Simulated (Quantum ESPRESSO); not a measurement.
**SiC (F-43m): phonons against volume**

Wanted: mode Grüneisen parameters of SiC and a free-energy fit over volumes.

Method: DFT LDA, scalar-relativistic, plane waves, GBRV ultrasoft pseudopotentials, in Quantum ESPRESSO 7.5.

Experimental background.

“On melting of silicon carbide under pressure” (2012, arxiv:1210.3244) quotes from earlier work for SiC, 3C polytype (zincblende) (single crystals from silicon oxide and carbon black reaction at 2800 K, annealed in air): lattice constant a (a of cubic 3C-SiC starting crystals) 4.357 Å [Starting-material characterisation; no method, uncertainty or temperature given].

For SiC, cubic 3C zincblende (natural grain in siliceous breccia, 300 K), “Insight into the structural, elastic and electronic properties of a new orthorhombic 6O-SiC polytype” (2020, pmc:7200658) gives, by micro-Raman, 532 nm: Raman mode (TO) 796 cm⁻¹ [natural crystal in rock pores].

For SiC, 3C (zinc blende) (high-purity CVD 3C-SiC wafer, 292 K), “Optical properties of silicon carbide for astrophysical applications I. New laboratory infrared reflectance spectra and optical constants” (2008, arxiv:0803.1210) gives, by FTIR reflectance, classical dispersion analysis: infrared mode (TO at Gamma) about 797.5 cm⁻¹ [TO position from reflectance band and dispersion fit; imperfect surface polish].

## (1) Set-up

The structure is cubic, space group F-43m (No. 216). Conventional cell: a = 4.358 Å, b = 4.358 Å, c = 4.358 Å, α = 90.00°, β = 90.00°, γ = 90.00°. Nearest to Si lie 4 C at 1.89 Å. Nearest to C lie 4 Si at 1.89 Å. Farther neighbours are not listed.

Coordinates:

```cif
data_structure
_symmetry_space_group_name_H-M 'F-43m'
_symmetry_Int_Tables_number 216
_cell_length_a 4.3580
_cell_length_b 4.3580
_cell_length_c 4.3580
_cell_angle_alpha 90.000
_cell_angle_beta 90.000
_cell_angle_gamma 90.000
_cell_volume 82.77
loop_
_atom_site_label
_atom_site_type_symbol
_atom_site_symmetry_multiplicity
_atom_site_Wyckoff_symbol
_atom_site_fract_x
_atom_site_fract_y
_atom_site_fract_z
_atom_site_occupancy
Si1 Si 4 a 0.00000 0.00000 0.00000 1
C1 C 4 d 0.25000 0.25000 0.75000 1
```

## (2) Probe on a coarse mesh

A cheap single point shows whether the cell is a metal or an insulator and how far it is from rest; that sets the k-mesh and the occupations of what follows.

Input file probe.in:

```
 &control
    calculation='scf',
    prefix='x',
    outdir='./tmp',
    pseudo_dir='./pseudo',
    tprnfor=.true.,
    tstress=.true.,
    verbosity='high',
 /
 &system
    ibrav=0,
    nat=2,
    ntyp=2,
    ecutwfc=45.0,
    ecutrho=270.0,
    occupations='smearing',
    smearing='gaussian',
    degauss=0.01,
 /
 &electrons
    conv_thr=1.0d-07,
    mixing_beta=0.7,
    electron_maxstep=100,
 /
ATOMIC_SPECIES
 Si     28.0850  Si.upf
 C      12.0110  C.upf
CELL_PARAMETERS angstrom
     0.000000000    2.179000000    2.179000000
     2.179000000    0.000000000    2.179000000
     2.179000000    2.179000000    0.000000000
ATOMIC_POSITIONS crystal
 Si     0.000000000   0.000000000   0.000000000
 C      0.250000000   0.250000000   0.250000000
K_POINTS automatic
 8 8 8 0 0 0
```

On the command line:

```sh
> OMP_NUM_THREADS=1 mpirun -n 8 pw.x -nk 8 -in probe.in > probe.out
```

The log of the run:

```text
Program PWSCF v.7.5

     This program is part of the open-source Quantum ESPRESSO suite
     for quantum simulation of materials; please cite
         "P. Giannozzi et al., J. Phys.:Condens. Matter 21 395502 (2009);
         "P. Giannozzi et al., J. Phys.:Condens. Matter 29 465901 (2017);
         "P. Giannozzi et al., J. Chem. Phys. 152 154105 (2020);
     in publications or presentations arising from this work. More details at

     Message from routine setup:
     using ibrav=0 with symmetry is DISCOURAGED, use correct ibrav instead

     G-vector sticks info
     --------------------
     sticks:   dense  smooth     PW     G-vecs:    dense   smooth      PW
     Sum         637     421    139                10417     5769    1067

     Using Slab Decomposition

     bravais-lattice index     =            0
     lattice parameter (alat)  =       5.8233  a.u.
     unit-cell volume          =     139.6363 (a.u.)^3
     number of atoms/cell      =            2
     number of atomic types    =            2
     number of electrons       =         8.00
     number of Kohn-Sham states=            8
     kinetic-energy cutoff     =      45.0000  Ry
     charge density cutoff     =     270.0000  Ry
     scf convergence threshold =      1.0E-07
     mixing beta               =       0.7000
     number of iterations used =            8  plain     mixing
     Exchange-correlation= SLA  PZ   NOGX NOGC
                           (   1   1   0   0   0   0   0)

     celldm(1)=   5.823326  celldm(2)=   0.000000  celldm(3)=   0.000000
     celldm(4)=   0.000000  celldm(5)=   0.000000  celldm(6)=   0.000000

     crystal axes: (cart. coord. in units of alat)
               a(1) = (   0.000000   0.707107   0.707107 )
               a(2) = (   0.707107   0.000000   0.707107 )
               a(3) = (   0.707107   0.707107   0.000000 )

     reciprocal axes: (cart. coord. in units 2 pi/alat)
               b(1) = ( -0.707107  0.707107  0.707107 )
               b(2) = (  0.707107 -0.707107  0.707107 )
               b(3) = (  0.707107  0.707107 -0.707107 )

     PseudoPot. # 1 for Si read from file:
     ./pseudo/Si.upf
     Pseudo is Ultrasoft + core correction, Zval =  4.0
     Using radial grid of  899 points,  6 beta functions with:
                l(1) =   0
                l(2) =   0
                l(3) =   1
                l(4) =   1
                l(5) =   2
                l(6) =   2
     Q(r) pseudized with  8 coefficients,  rinner =    0.900   0.900   0.900
                                                       0.900   0.900

     PseudoPot. # 2 for C  read from file:
     ./pseudo/C.upf
     Pseudo is Ultrasoft + core correction, Zval =  4.0
     Using radial grid of  721 points,  4 beta functions with:
                l(1) =   0
                l(2) =   0
                l(3) =   1
                l(4) =   1
     Q(r) pseudized with  8 coefficients,  rinner =    1.100   1.100   1.100

     atomic species   valence    mass     pseudopotential
     Si                4.00    28.08500     Si( 1.00)
     C                 4.00    12.01100     C ( 1.00)

     24 Sym. Ops. (no inversion) found

                                    s                        frac. trans.

      isym =  1     identity

 cryst.   s( 1) = (     1          0          0      )
                  (     0          1          0      )
                  (     0          0          1      )

 cart.    s( 1) = (  1.0000000 -0.0000000  0.0000000 )
                  ( -0.0000000  1.0000000  0.0000000 )
                  ( -0.0000000  0.0000000  1.0000000 )

      isym =  2     180 deg rotation - cart. axis [0,0,1]

 cryst.   s( 2) = (     0          1         -1      )
                  (     1          0         -1      )
                  (     0          0         -1      )

 cart.    s( 2) = ( -1.0000000  0.0000000  0.0000000 )
                  (  0.0000000 -1.0000000  0.0000000 )
                  (  0.0000000 -0.0000000  1.0000000 )

      isym =  3     180 deg rotation - cart. axis [0,1,0]

 cryst.   s( 3) = (     0         -1          1      )
                  (     0         -1          0      )
                  (     1         -1          0      )

 cart.    s( 3) = ( -1.0000000 -0.0000000 -0.0000000 )
                  (  0.0000000  1.0000000 -0.0000000 )
                  (  0.0000000  0.0000000 -1.0000000 )

      isym =  4     180 deg rotation - cart. axis [1,0,0]

 cryst.   s( 4) = (    -1          0          0      )
                  (    -1          0          1      )
                  (    -1          1          0      )

 cart.    s( 4) = (  1.0000000  0.0000000 -0.0000000 )
                  ( -0.0000000 -1.0000000 -0.0000000 )
                  ( -0.0000000 -0.0000000 -1.0000000 )

      isym =  5     120 deg rotation - cart. axis [-1,-1,-1]

 cryst.   s( 5) = (     0          0          1      )
[...]
cart.    s( 5) = (  0.0000000  1.0000000 -0.0000000 )
[...]
isym =  6     120 deg rotation - cart. axis [-1,1,1]

 cryst.   s( 6) = (     1         -1          0      )
[...]
cart.    s( 6) = ( -0.0000000 -1.0000000 -0.0000000 )
[...]
isym =  7     120 deg rotation - cart. axis [1,1,-1]

 cryst.   s( 7) = (    -1          1          0      )
[...]
cart.    s( 7) = ( -0.0000000  1.0000000  0.0000000 )
[...]
isym =  8     120 deg rotation - cart. axis [1,-1,1]

 cryst.   s( 8) = (     0          0         -1      )
[...]
cart.    s( 8) = (  0.0000000 -1.0000000  0.0000000 )
[...]
isym =  9     120 deg rotation - cart. axis [1,1,1]

 cryst.   s( 9) = (     0          1          0      )
[...]
cart.    s( 9) = ( -0.0000000  0.0000000  1.0000000 )
[...]
isym = 10     120 deg rotation - cart. axis [-1,1,-1]

 cryst.   s(10) = (    -1          0          1      )
[...]
cart.    s(10) = (  0.0000000 -0.0000000  1.0000000 )
[...]
isym = 11     120 deg rotation - cart. axis [1,-1,-1]

 cryst.   s(11) = (     1          0         -1      )
[...]
cart.    s(11) = (  0.0000000  0.0000000 -1.0000000 )
[...]
isym = 12     120 deg rotation - cart. axis [-1,-1,1]

 cryst.   s(12) = (     0         -1          0      )
[...]
cart.    s(12) = ( -0.0000000 -0.0000000 -1.0000000 )
[...]
isym = 13     inv. 180 deg rotation - cart. axis [1,1,0]

[...]
k = 0.3536 0.1768-0.1768 (   703 PWs)   bands (ev):

    -3.7631   3.2272   7.6308   7.6779  14.5382  16.7297  17.9152  18.5572

     occupation numbers
     1.0000   1.0000   1.0000   1.0000   0.0000   0.0000   0.0000   0.0000

          k =-0.2652-0.4419 0.4419 (   712 PWs)   bands (ev):

[...]
occupation numbers
[...]
k =-0.1768-0.3536 0.3536 (   714 PWs)   bands (ev):

[...]
occupation numbers
[...]
k =-0.0884-0.2652 0.2652 (   720 PWs)   bands (ev):

[...]
occupation numbers
[...]
k = 0.0000-0.1768 0.1768 (   706 PWs)   bands (ev):

[...]
occupation numbers
[...]
k = 0.3536 0.0000 0.0000 (   713 PWs)   bands (ev):

[...]
occupation numbers
[...]
k = 0.4419 0.0884-0.0884 (   710 PWs)   bands (ev):

[...]
occupation numbers
[...]
k =-0.1768-0.5303 0.5303 (   711 PWs)   bands (ev):

[...]
occupation numbers
[...]
k =-0.0884-0.4419 0.4419 (   710 PWs)   bands (ev):

[...]
occupation numbers
[...]
k = 0.0000-0.3536 0.3536 (   708 PWs)   bands (ev):

[...]
k = 0.5303-0.0000 0.0000 (   709 PWs)   bands (ev):

[...]
k =-0.0884-0.6187 0.6187 (   714 PWs)   bands (ev):

[...]
k = 0.0000-0.5303 0.5303 (   718 PWs)   bands (ev):

[...]
k =-0.7071 0.0000 0.0000 (   724 PWs)   bands (ev):

[...]
k = 0.3536 0.1768 0.0000 (   708 PWs)   bands (ev):

[...]
occupation numbers
[...]
k =-0.2652-0.4419 0.6187 (   712 PWs)   bands (ev):

[...]
occupation numbers
[...]
k =-0.1768-0.3536 0.5303 (   714 PWs)   bands (ev):

[...]
occupation numbers
[...]
k =-0.1768-0.5303 0.7071 (   712 PWs)   bands (ev):

[...]
occupation numbers
[...]
k =-0.0884-0.4419 0.6187 (   713 PWs)   bands (ev):

    -1.2156   2.0819   4.2023   5.8063  13.4894  17.1872  18.9449  21.2495

     occupation numbers
     1.0000   1.0000   1.0000   1.0000   0.0000   0.0000   0.0000   0.0000

          k = 0.0000-0.3536 0.5303 (   712 PWs)   bands (ev):

    -1.5851   2.3991   3.9316   6.3748  14.1729  17.5055  18.8691  20.5571

     occupation numbers
     1.0000   1.0000   1.0000   1.0000   0.0000   0.0000   0.0000   0.0000

          k =-0.7071 0.1768-0.0000 (   714 PWs)   bands (ev):

    -0.8787   1.7100   5.1305   5.1573  12.2289  15.0995  21.0346  22.3387

     occupation numbers
     1.0000   1.0000   1.0000   1.0000   0.0000   0.0000   0.0000   0.0000

          k =-0.7071 0.3536 0.0000 (   724 PWs)   bands (ev):

    -0.7501   2.1823   4.1990   4.5062  14.3576  18.5466  18.5875  18.8395

     occupation numbers
     1.0000   1.0000   1.0000   1.0000   0.0000   0.0000   0.0000   0.0000

     the Fermi energy is     9.9637 ev

!    total energy              =     -21.19999777 Ry
     estimated scf accuracy    <       0.00000005 Ry
     smearing contrib. (-TS)   =      -0.00000000 Ry
     internal energy E=F+TS    =     -21.19999777 Ry

     The total energy is F=E-TS. E is the sum of the following terms:
     one-electron contribution =       5.52307409 Ry
     hartree contribution      =       2.31403779 Ry
     xc contribution           =      -8.10588788 Ry
     ewald contribution        =     -20.93122177 Ry

     convergence has been achieved in   7 iterations

     Forces acting on atoms (cartesian axes, Ry/au):

     atom    1 type  1   force =     0.00000000   -0.00000000   -0.00000000
     atom    2 type  2   force =    -0.00000000   -0.00000000   -0.00000000
     The non-local contrib.  to forces
     atom    1 type  1   force =     0.00000000    0.00000000   -0.00000000
     atom    2 type  2   force =    -0.00000000    0.00000000   -0.00000000
     The ionic contribution  to forces
     atom    1 type  1   force =    -0.00000000   -0.00000000   -0.00000000
     atom    2 type  2   force =     0.00000000    0.00000000    0.00000000
     The local contribution  to forces
     atom    1 type  1   force =     0.00000000   -0.00000000    0.00000000
     atom    2 type  2   force =     0.00000000    0.00000000    0.00000000
     The core correction contribution to forces
     atom    1 type  1   force =     0.00000000    0.00000000   -0.00000000
     atom    2 type  2   force =     0.00000000    0.00000000    0.00000000
     The Hubbard contrib.    to forces
     atom    1 type  1   force =     0.00000000    0.00000000    0.00000000
     atom    2 type  2   force =     0.00000000    0.00000000    0.00000000
     The SCF correction term to forces
     atom    1 type  1   force =     0.00000000   -0.00000000   -0.00000000
     atom    2 type  2   force =    -0.00000000    0.00000000   -0.00000000

     Total force =     0.000000     Total SCF correction =     0.000000

     Computing stress (Cartesian axis) and pressure

          total   stress  (Ry/bohr**3)                   (kbar)     P=      -45.18
  -0.00030714   0.00000000   0.00000000          -45.18        0.00        0.00
   0.00000000  -0.00030714   0.00000000            0.00      -45.18        0.00
  -0.00000000   0.00000000  -0.00030714           -0.00        0.00      -45.18

     kinetic stress (kbar)   6938.38     -0.00      0.00
                               -0.00   6938.38     -0.00
                                0.00     -0.00   6938.38

     local   stress (kbar)  -1107.46      0.00      0.00
                                0.00  -1107.46      0.00
                                0.00      0.00  -1107.46

     nonloc. stress (kbar)   2879.73      0.00      0.00
                                0.00   2879.73      0.00
                                0.00      0.00   2879.73

     hartree stress (kbar)    812.60      0.00     -0.00
                                0.00    812.60      0.00
                               -0.00      0.00    812.60

     exc-cor stress (kbar)    -76.14      0.00      0.00
                                0.00    -76.14      0.00
                                0.00      0.00    -76.14

     corecor stress (kbar)  -2142.04     -0.00      0.00
                               -0.00  -2142.04     -0.00
                                0.00     -0.00  -2142.04

     ewald   stress (kbar)  -7350.26      0.00      0.00
                                0.00  -7350.26      0.00
                                0.00      0.00  -7350.26

     hubbard stress (kbar)      0.00      0.00      0.00
                                0.00      0.00      0.00
                                0.00      0.00      0.00

     DFT-D   stress (kbar)      0.00      0.00      0.00
[...]
XDM     stress (kbar)      0.00      0.00      0.00
[...]
dft-nl  stress (kbar)      0.00      0.00      0.00
                                0.00      0.00      0.00
                                0.00      0.00      0.00

     TS-vdW  stress (kbar)      0.00      0.00      0.00
                                0.00      0.00      0.00
                                0.00      0.00      0.00

     MDB     stress (kbar)      0.00      0.00      0.00
                                0.00      0.00      0.00
                                0.00      0.00      0.00

     3D-RISM stress (kbar)      0.00      0.00      0.00
                                0.00      0.00      0.00
                                0.00      0.00      0.00

     Writing all to output data dir ./tmp/x.save/ :
     XML data file, charge density, pseudopotentials, collected wavefunctions

   JOB DONE.
```

Run time: 1.4 s. Hardware: 8 MPI ranks of Arm Neoverse V1, shared host.

This step gave:

```
volume per atom   : 10.35 Å³
pressure          : -4.518 GPa
gap on the k-mesh : 1.318 eV
```

The start is under -4.5 GPa at this level and looks like an insulator or semiconductor on this mesh.

(Continued in part 2 of 8.)

[Logs are printed without paths, hosts, clocks, repeated set-up lines and the standing remarks that a program may print on its own settings, such as how far it seeks lower states.]

[Hosts, paths, dates, database ids (printed as entryN), source tags and the programs' standing remarks are cut or masked in the printed files.]

[A step with changed settings may run another functional than the one named; its input shows which.]

[Of the runs on displaced cells, only some may be shown.]
